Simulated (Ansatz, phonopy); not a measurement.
# ScAl3 (Pm-3m): a volume series of phonon spectra, part 2 of 2

Which modes of ScAl3 drive its thermal expansion? The starting cell is a computed one from a database.

Ansatz 0.2.0; DFT PBEsol, scalar-relativistic, plane waves, PAW; PAW set soft_1.

So far. Step 13 (Lattice dynamics at this volume, V/V0 0.97): No mode is imaginary beyond numerical noise at the solved wavevectors. The highest zone-centre mode (no LO–TO term) moved by +4.9 % for a volume change of -3.0 %. Step 14 (A cell at another volume, V/V0 1.05): The run ends at a pressure of -4.03 GPa.

### Step 15. Lattice dynamics at this volume, V/V0 1.05

Contents of input.yaml:

```yaml
crystal:
  lattice:
    - [4.1377211618, 0.0, 0.0]
    - [0.0, 4.1377211618, 0.0]
    - [0.0, 0.0, 4.1377211618]
  atoms:
    - { symbol: Sc, position: [0.0, 0.0, 0.0] }
    - { symbol: Al, position: [0.5, 0.0, 0.5] }
    - { symbol: Al, position: [0.0, 0.5, 0.5] }
    - { symbol: Al, position: [0.5, 0.5, 0.0] }
kpoints:
  mp_grid: { grid: [10, 10, 10] }
hamiltonian:
  xc: pbesol
  pseudopotentials: { kind: paw, azcp: { folder: soft_1 }, xc_functional: pbe }
scf:
  occupations: { method: methfessel_paxton, width: 0.2 }
  lower_state_search: "off"
output:
  eigenvalues: true
phonons:
  method: dfpt
  qmesh: [2, 2, 2]
  temperatures: { t_max: 1000, t_step: 50 }
  qpath:
    path:
      - [[0.0, 0.0, 0.0], [0.0, 0.5, 0.0], [0.5, 0.5, 0.0], [0.0, 0.0, 0.0], [0.5, 0.5, 0.5], [0.0, 0.5, 0.0]]
      - [[0.5, 0.5, 0.5], [0.5, 0.5, 0.0]]
    npoints: 10
```

Started as:

```console
$ ansatz run input.yaml --threads 8 --pin off --max-ram 16384MiB --backend cpu --events-out ev --progress --plain --runs-dir out
```

Run time: 60 s. Hardware: 8 threads of Arm Neoverse V1, shared host; peak memory 0.87 GiB.

No LO-TO term. The phonon branches at the labelled points (cm⁻¹):

| point | branch 1 | branch 2 | branch 3 | branch 4 | branch 9 | branch 10 | branch 11 | branch 12 |
| --- | --- | --- | --- | --- | --- | --- | --- | --- |
| Γ | 0 | 0 | 0 | 224 | 240 | 311 | 311 | 311 |
| halfway | 93 | 93 | 129 | 216 | 250 | 292 | 303 | 303 |
| X | 163 | 163 | 175 | 175 | 264 | 264 | 290 | 290 |
| halfway | 163 | 166 | 184 | 189 | 264 | 273 | 278 | 295 |
| M | 159 | 175 | 175 | 212 | 236 | 284 | 290 | 290 |
| halfway | 110 | 128 | 178 | 203 | 262 | 288 | 292 | 298 |
| Γ | 0 | 0 | 0 | 224 | 240 | 311 | 311 | 311 |
| halfway | 131 | 131 | 196 | 196 | 242 | 274 | 303 | 303 |
| R | 138 | 138 | 171 | 171 | 258 | 317 | 317 | 317 |
| halfway | 161 | 167 | 173 | 184 | 245 | 281 | 292 | 308 |
| X | 163 | 163 | 175 | 175 | 264 | 264 | 290 | 290 |
| jump to R | 138 | 138 | 171 | 171 | 258 | 317 | 317 | 317 |
| halfway | 149 | 172 | 172 | 172 | 252 | 304 | 304 | 304 |
| M | 159 | 175 | 175 | 212 | 236 | 284 | 290 | 290 |

No mode is imaginary beyond numerical noise at the solved wavevectors. The highest zone-centre mode (no LO–TO term) moved by -7.7 % for a volume change of +5.0 %.

### Step 16. How the modes move with volume

This step: DFT PBEsol, scalar-relativistic, plane waves, PAW; PAW set soft_1 (phonopy 4.10.0).

Numbers from this step:

```
share of modes with a negative Grüneisen parameter : 0
```

Mean Grüneisen, by row:

| T (K) | heat-capacity-weighted mean | root mean square |
| --- | --- | --- |
| 50 | 1.593 | 1.599 |
| 100 | 1.6 | 1.608 |
| 200 | 1.608 | 1.616 |
| 300 | 1.61 | 1.619 |
| 500 | 1.611 | 1.62 |
| 800 | 1.612 | 1.62 |

The mean mode Grueneisen parameter by wavenumber:

| wavenumber (cm⁻¹) | mean mode Grueneisen parameter |
| --- | --- |
| 6 | - |
| 17 | - |
| 40 | 1.74 |
| 52 | 1.65 |
| 75 | 1.68 |
| 86 | 1.62 |
| 98 | 1.58 |
| 121 | 1.63 |
| 132 | 1.58 |
| 144 | 1.55 |
| 167 | 1.59 |
| 178 | 1.6 |
| 201 | 1.6 |
| 213 | 1.58 |
| 224 | 1.59 |
| 247 | 1.51 |
| 259 | 1.6 |
| 270 | 1.7 |
| 293 | 1.7 |
| 305 | 1.71 |
| 328 | 1.63 |
| 339 | 1.68 |

Volume series, by row:

| V/V0 | V (Å³/atom) | pressure (GPa) | E - E0 (meV/atom) | gap (eV) | zero-point energy (meV/atom) | lowest on the path (cm⁻¹) | highest at Gamma without the LO-TO term (cm⁻¹) |
| --- | --- | --- | --- | --- | --- | --- | --- |
| 0.97 | 16.36 | 2.969 | 4.503 | 0 | 47.52 | 0 | 353.6 |
| 0.985 | 16.61 | 1.427 | 1.079 | 0 | 46.38 | 0 | 345.2 |
| 1 | 16.87 | 0 | 0 | 0 | 45.27 | 0 | 337.1 |
| 1.015 | 17.12 | -1.321 | 1.091 | 0 | 44.19 | 0 | 329.1 |
| 1.03 | 17.37 | -2.544 | 4.189 | 0 | 43.12 | 0 | 321.2 |
| 1.05 | 17.71 | -4.033 | 11.18 | 0 | 41.72 | 0 | 311 |

The optical frequency at Gamma without the LO-TO term by V/V0:

| V/V0 | mode 4 (cm⁻¹) | mode 7 (cm⁻¹) | mode 10 (cm⁻¹) |
| --- | --- | --- | --- |
| 0.9700 | 256 | 272 | 354 |
| 0.9850 | 250 | 266 | 345 |
| 1.0000 | 244 | 260 | 337 |
| 1.0150 | 238 | 254 | 329 |
| 1.0300 | 232 | 248 | 321 |
| 1.0500 | 224 | 240 | 311 |

Grüneisen at points, by row:

| point | branch | frequency (cm⁻¹) | mode Grüneisen parameter |
| --- | --- | --- | --- |
| Γ | 4 | 243.8 | 1.69 |
| Γ | 7 | 259.8 | 1.54 |
| Γ | 10 | 337.1 | 1.6 |
| X | 1 | 178.3 | 1.73 |
| X | 3 | 189.3 | 1.54 |
| X | 5 | 233.6 | 1.87 |
| X | 6 | 240.8 | 1.68 |
| X | 7 | 271.2 | 1.57 |
| X | 8 | 278.6 | 1.38 |
| X | 9 | 288.3 | 1.76 |
| X | 11 | 314.2 | 1.59 |
| M | 1 | 171.5 | 1.47 |
| M | 2 | 188.3 | 1.43 |
| M | 4 | 225 | 1.14 |
| M | 5 | 231.4 | 1.67 |
| M | 6 | 247.7 | 1.58 |
| M | 7 | 252.7 | 1.68 |
| M | 9 | 265.6 | 2.32 |
| M | 10 | 309.5 | 1.71 |
| M | 11 | 312.8 | 1.53 |
| R | 1 | 152.6 | 1.91 |
| R | 3 | 184 | 1.43 |
| R | 6 | 235.7 | 1.13 |
| R | 9 | 289 | 2.24 |
| R | 10 | 345.6 | 1.71 |

### Step 17. Free-energy fit

This step gave:

```yaml
volume_expansion_coefficient_at_300_k: 41.38 1e-6/K
isothermal_bulk_modulus_at_300_k: 85.92 GPa
c_p_at_300_k: 22.77 J/mol-atom/K
grueneisen_parameter_at_300_k: 1.643
```

Table of energy (each curve on its own zero) by volume; values in meV/atom:

| volume (Å³/atom) | static | F at 0 K | F at 300 K | F at 1000 K |
| --- | --- | --- | --- | --- |
| 16.361 | 4.5 | 7.32 | 9.86 | 20.6 |
| 16.614 | 1.08 | 2.76 | 4.34 | 10.9 |
| 16.867 | 0 | 0.57 | 1.17 | 3.57 |
| 17.120 | 1.09 | 0.58 | 0.16 | -1.67 |
| 17.373 | 4.19 | 2.61 | 1.16 | -4.94 |
| 17.710 | 11.2 | 8.21 | 5.35 | -6.5 |

Phonopy-qha, vinet fit of F(V) at each temperature; no electronic free energy. Qha vinet, by row:

| T (K) | fitted volume (Å³/atom) | alpha_V (1e-6/K) | B_T (GPa) | C_P (J/mol-atom/K) | Grueneisen |
| --- | --- | --- | --- | --- | --- |
| 100 | 17 | 18.24 | 89.19 | 10.32 | 1.599 |
| 150 | 17.02 | 29.03 | 88.49 | 16.36 | 1.617 |
| 200 | 17.05 | 35.22 | 87.68 | 19.69 | 1.629 |
| 250 | 17.08 | 38.93 | 86.81 | 21.59 | 1.637 |
| 300 | 17.12 | 41.38 | 85.92 | 22.77 | 1.643 |
| 350 | 17.15 | 43.14 | 85 | 23.56 | 1.649 |
| 400 | 17.19 | 44.53 | 84.08 | 24.12 | 1.655 |
| 450 | 17.23 | 45.69 | 83.15 | 24.56 | 1.66 |
| 500 | 17.27 | 46.71 | 82.21 | 24.91 | 1.666 |
| 550 | 17.31 | 47.64 | 81.26 | 25.2 | 1.672 |
| 600 | 17.35 | 48.51 | 80.31 | 25.46 | 1.678 |
| 650 | 17.39 | 49.36 | 79.35 | 25.7 | 1.683 |
| 700 | 17.44 | 50.18 | 78.39 | 25.91 | 1.689 |
| 750 | 17.48 | 51 | 77.42 | 26.11 | 1.695 |
| 800 | 17.53 | 51.82 | 76.45 | 26.31 | 1.702 |

Table of volume expansion coefficient, phonopy-qha, Vinet by temperature:

temperature (K), volume expansion coefficient, phonopy-qha, Vinet (1e-6/K) and a bar from the least value:
```
       75       11.0 
      100       18.2 #####
      125       24.3 ##########
      150       29.0 #############
      175       32.5 ################
      200       35.2 ##################
      225       37.3 ###################
      250       38.9 #####################
      275       40.3 ######################
      300       41.4 ######################
      325       42.3 #######################
      350       43.1 ########################
      375       43.9 ########################
      400       44.5 #########################
      425       45.1 #########################
      450       45.7 #########################
      475       46.2 ##########################
      500       46.7 ##########################
      525       47.2 ###########################
      550       47.6 ###########################
      575       48.1 ###########################
      600       48.5 ############################
      625       48.9 ############################
      650       49.4 ############################
      675       49.8 ############################
      700       50.2 #############################
      725       50.6 #############################
      750       51.0 #############################
      775       51.4 ##############################
      800       51.8 ##############################
```

The fit gives a volume expansion of 41.4 × 10⁻⁶/K at 300 K.

### Step 18. Summary of results

| Item | Value |
| --- | --- |
| volume expansion coefficient at 300 K | 41.38 1e-6/K |
| isothermal bulk modulus at 300 K | 85.92 GPa |
| C_P at 300 K | 22.77 J/mol-atom/K |
| Grüneisen parameter at 300 K | 1.643 |
| mean mode Grüneisen parameter at 300 K | 1.61 |

What this shows: Near room temperature ScAl3 expands by 41.4 × 10⁻⁶/K in volume by PBEsol, with C_P = 22.8 J/(mol K) per mole of atoms and B_T = 85.9 GPa. The q-mesh is coarse, and the expansion can converge slowly with it. The table stops at 800 K because beyond it the fitted volume comes within 1 % of the largest computed cell, where the fit loses its support. C_P at room temperature is 91 % of the classical 3R an atom, so the stiffest modes are still partly frozen out. The fit leaves out the electrons' free energy, which adds to C_P and to the expansion of a metal at high temperature. The heat-capacity-weighted Grüneisen parameter goes from 1.59 at 50 K to 1.61 at 800 K. Weighting γ by the density of states and each mode's heat capacity at 300 K, modes below 120 cm⁻¹ give about 3 % of the sum of γC that drives the expansion, those up to 230 cm⁻¹ 37 % and the rest 60 %. Among the labelled points γ is largest for branch 9 at M (266 cm⁻¹, 2.3) and smallest for branch 6 at R (236 cm⁻¹, 1.1). The program warned that a few bands missed the eigensolver's threshold in at least one of the runs. The PAW files were made for PBE and are used here under another functional, for which the program regenerates the frozen cores.

Comparison with the measured values:

| quantity | measured | PBEsol |
| --- | --- | --- |
| lattice constant a (Å) | 4.103 | 4.071 (-0.8 %) |

Measured values from pmc:8067998 (2021).

Verdict: The lattice constant a is off by -0.8 %: fair agreement. The grades are ours: good and fair within 0.7 and 1.5 % for the lattice constant a. Zero-point motion and thermal expansion (measured at up to 300 K) are not in the computed lattice constants.

[Logs are printed without paths, hosts, clocks, repeated set-up lines and the standing remarks that a program may print on its own settings, such as how far it seeks lower states.]

[Hosts, paths, dates, database ids (printed as entryN), source tags and the programs' standing remarks are cut or masked in the printed files.]

[A step with changed settings may run another functional than the one named; its input shows which.]

[Of the runs on displaced cells, only some may be shown.]
